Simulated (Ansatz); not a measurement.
# How many bands does the GW gap of LiCl (Fm-3m) need?, part 2 of 2

How do accuracy and time trade against each other in G0W0 on LiCl (Fm-3m)?

Ansatz 0.2.0; G0W0 on PBE, plane waves, PAW; PAW set soft_1. Known limits of the many-body steps: not at the basis limit; coarse k mesh.

So far. Step 4 (218 empty bands, screening to 200 eV): Against the run with 6×6×6 mesh, 101 empty bands, screening to 120 eV, PAW set soft_1 files, the gap moves by +0.12 eV. Step 5 (Changing the k mesh: 4×4×4 mesh, 101 empty bands …): Against the run with 6×6×6 mesh, 101 empty bands, screening to 120 eV, PAW set soft_1 files, the gap moves by +0.0004 eV.

## 6. Changing the frequency model: 6×6×6 mesh, 101 empty bands, screening to 120 eV, plasmon pole, PAW set soft_1 files

A plasmon pole stands in for the full frequency dependence of the screening; this run shows what that costs in accuracy.

Contents of input.yaml:

```yaml
crystal:
  lattice:
    - [0.0, 2.5715, 2.5715]
    - [2.5715, 0.0, 2.5715]
    - [2.5715, 2.5715, 0.0]
  atoms:
    - { symbol: Li, position: [0.0, 0.0, 0.0] }
    - { symbol: Cl, position: [0.5, 0.5, 0.5] }
kpoints:
  mp_grid: { grid: [6, 6, 6] }
hamiltonian:
  xc: pbe
  pseudopotentials: { kind: paw, azcp: { folder: soft_1 } }
scf:
  occupations: { method: fixed }
gw:
  n_empty_bands: 101
  ecut_chi: 120
  qp_bands: [v2, c2]
  qp_kpoints: band_edges
  screening: { model: godby_needs }
```

Command:

```
> ansatz run input.yaml --threads 24 --pin off --max-ram 82944MiB --backend cuda --events-out ev --progress --plain --runs-dir out --devices 1 --max-vram 78GiB
```

Numbers of over 12 decimals in the logs are rounded to 6 here.

Log:

```text
GPUs: using 1 of 1 available (devices: 1).
[...]
GPU FFT provider: cuFFT
GPU libraries: cuBLAS 13.8.1, cuFFT 12.4.0, cuSOLVER 12.3.2
[...]
Crystal: 2 atoms, lattice volume = 34.009 Å³
Basis set: ecut = 420 eV, 645 PW (Γ)
Bands: 9, of which v1, the nominal top of the filled ones, is band 5 counted from 1 (4 counted from 0)
Symmetry: 48 space group operations
[...]
k-points: 16 of 216
[...]
1     7     12.4373    -4.7369    -3.9511    -9.8247  0.8402    13.5820    13.5740  root
[...]
14     4     -0.0878   -19.5250     2.8686   -14.7882  0.8026    -1.9838    -1.9560  root
    14     5      0.8447   -20.5250     2.7045   -16.0801  0.8051    -0.9188    -0.8957  root
    14     6     10.4843    -4.9332    -3.7831    -9.7713  0.8447    11.5461    11.5393  root
    14     7     10.8893    -5.2215    -3.7963   -10.1802  0.8432    12.0599    12.0517  root
[key lines of the parts left out:]
SCF converged after 6 iterations
Free energy (F): -1287.835037 eV
Fermi energy:    1.618253 eV
```

Run time: 2.8 s. Hardware: 1 × NVIDIA GB200 (shared by 2 runs) with 24 threads of Arm Neoverse V2, shared host; peak memory 1.2 GiB; 15 s of CPU time.

Numbers from this step:

| Property | Result |
| --- | --- |
| bands summed | 106 |
| plasmon-pole fit frequency | 20.14 eV |
| RPA ε∞ on this mesh (eigenvalues) | 2.751, 2.751, 2.751 |
| plane waves in the screening matrix | 113 |
| G0W0 gap on the mesh | 8.684 eV |
| k of the valence top | 0, 0, 0 |
| k of the conduction bottom | 0, 0, 0 |
| starting gap on the mesh | 6.287 eV |
| least direct G0W0 gap on the computed points | 8.684 eV |

Against the run with 6×6×6 mesh, 101 empty bands, screening to 120 eV, PAW set soft_1 files, the gap moves by −0.03 eV.

## 7. Changing the files: 6×6×6 mesh, 101 empty bands, screening to 120 eV, hard PAW files

Other atomic data (hard PAW) test the pseudisation: the cutoff goes from 420 to 780 eV, with the same valence electrons.

This step: G0W0 on PBE, plane waves, PAW.

input.yaml, the sections that differ from step 6:

```yaml
hamiltonian:
  xc: pbe
  pseudopotentials: { kind: paw, source: ansatz }
gw:
  n_empty_bands: 101
  ecut_chi: 120
  qp_bands: [v2, c2]
  qp_kpoints: band_edges
  screening: { model: contour_deformation }
# crystal, kpoints, scf: as in step 6
```

Log:

```text
GPUs: using 1 of 1 available (devices: 1).
[...]
GPU FFT provider: cuFFT
GPU libraries: cuBLAS 13.8.1, cuFFT 12.4.0, cuSOLVER 12.3.2
[...]
Crystal: 2 atoms, lattice volume = 34.009 Å³
Basis set: ecut = 780 eV, 1687 PW (Γ)
Bands: 9, of which v1, the nominal top of the filled ones, is band 5 counted from 1 (4 counted from 0)
Symmetry: 48 space group operations
[...]
k-points: 16 of 216
[...]
1     7     12.4292    -4.7345    -4.0107    -9.8257  0.8328    13.5208    13.5097  root
[...]
14     4     -0.0967   -19.5266     2.8576   -14.7903  0.7936    -2.0164    -1.9754  root
    14     5      0.8359   -20.5252     2.6749   -16.0804  0.7981    -0.9659    -0.9338  root
    14     6     10.4748    -4.9218    -3.8288    -9.7639  0.8396    11.4966    11.4881  root
    14     7     10.8775    -5.2169    -3.8438   -10.1790  0.8379    12.0063    11.9957  root
[key lines of the parts left out:]
SCF converged after 6 iterations
Free energy (F): -1287.689749 eV
Fermi energy:    1.609710 eV
```

Elapsed: 3.7 s, on 1 × NVIDIA GB200 (shared by 2 runs) with 24 threads; peak memory 1.2 GiB; 14 s of CPU time.

This step gave:

- bands summed: 106
- RPA ε∞ on this mesh (eigenvalues): 2.752, 2.752, 2.752
- plane waves in the screening matrix: 113
- G0W0 gap on the mesh: 8.710 eV
- k of the valence top: 0, 0, 0
- k of the conduction bottom: 0, 0, 0
- starting gap on the mesh: 6.282 eV
- least direct G0W0 gap on the computed points: 8.710 eV

Against the run with 6×6×6 mesh, 101 empty bands, screening to 120 eV, PAW set soft_1 files, the gap moves by −0.002 eV.

## 8. Convergence and cost

Times are wall times on 1 × NVIDIA GB200 (shared by 2 runs) with 24 threads of Arm Neoverse V2, shared host, good to a factor of about two.

```csv
mesh,files,frequency,bands summed,cutoff (eV),start (eV),G0W0 (eV),time,host memory (GiB)
6×6×6,PAW set soft_1,contour deformation,40,60,6.287,8.493,2.6 s,1.1
6×6×6,PAW set soft_1,contour deformation,106,120,6.287,8.712,2.6 s,1.1
6×6×6,PAW set soft_1,contour deformation,223,200,6.287,8.836,2.8 s,1.2
4×4×4,PAW set soft_1,contour deformation,106,120,6.285,8.713,1.5 s,1.1
6×6×6,PAW set soft_1,plasmon pole,106,120,6.287,8.684,2.8 s,1.2
6×6×6,hard PAW,contour deformation,106,120,6.282,8.710,3.7 s,1.2
```

The parts of the quasiparticle energy at the two band edges (eV; QP = start + Σx + Σc − Vxc):

```csv
run,edge,start,Σx,Σc,Vxc,Z,QP
40 bands,valence top,1.62,-21.28,2.86,-17.10,0.81,0.30
40 bands,conduction bottom,7.91,-6.21,-3.50,-10.60,0.85,8.80
106 bands,valence top,1.62,-21.28,2.51,-17.10,0.80,-0.04
106 bands,conduction bottom,7.91,-6.21,-3.62,-10.60,0.85,8.67
223 bands,valence top,1.62,-21.28,2.30,-17.10,0.80,-0.26
223 bands,conduction bottom,7.91,-6.21,-3.72,-10.60,0.84,8.58
```

## 9. Outcome

- 40 bands, 60 eV: 8.493 eV
- 106 bands, 120 eV: 8.712 eV
- 223 bands, 200 eV: 8.836 eV
- estimated limit in bands and cutoff: 8.95 eV
- mesh and start: 6×6×6, PBE

What this shows: A line in one over the bands through the two highest rungs gives 8.95 eV, +0.11 eV from the top rung; the pair below gives 8.84 eV, so the estimate is still climbing. The rungs stand 0.46 eV (40 bands), 0.24 eV (106 bands) and 0.11 eV (223 bands) from it. From 40 to 223 bands the gap moves by +0.34 eV. Σc changes by −0.56 eV at the valence top and −0.22 eV at the conduction bottom, so the valence edge carries most of the change. On the 4×4×4 mesh in place of 6×6×6 the gap differs by +0.0004 eV, of which −0.002 eV is already in the start. The plasmon-pole model gives −0.03 eV against contour deformation, 1 % of the correction, and saved no time in this program. Hard PAW files move the gap by −0.002 eV at equal bands and cutoff, −0.01 eV of it in the start.

[Paths, hosts, dates, memory and timing lines, banners, echoed tables and standing remarks are left out of the program output.]

[Logs are printed without paths, hosts, clocks, repeated set-up lines and the standing remarks that a program may print on its own settings, such as how far it seeks lower states.]

[Runs of the session that timed out or met a known fault of the program may be left out.]

[Cells called generated may have been cut or substituted from an entry of the Crystallography Open Database or the Materials Project.]

[Hosts, paths, dates, database ids (printed as entryN), source tags and the programs' standing remarks are cut or masked in the printed files.]
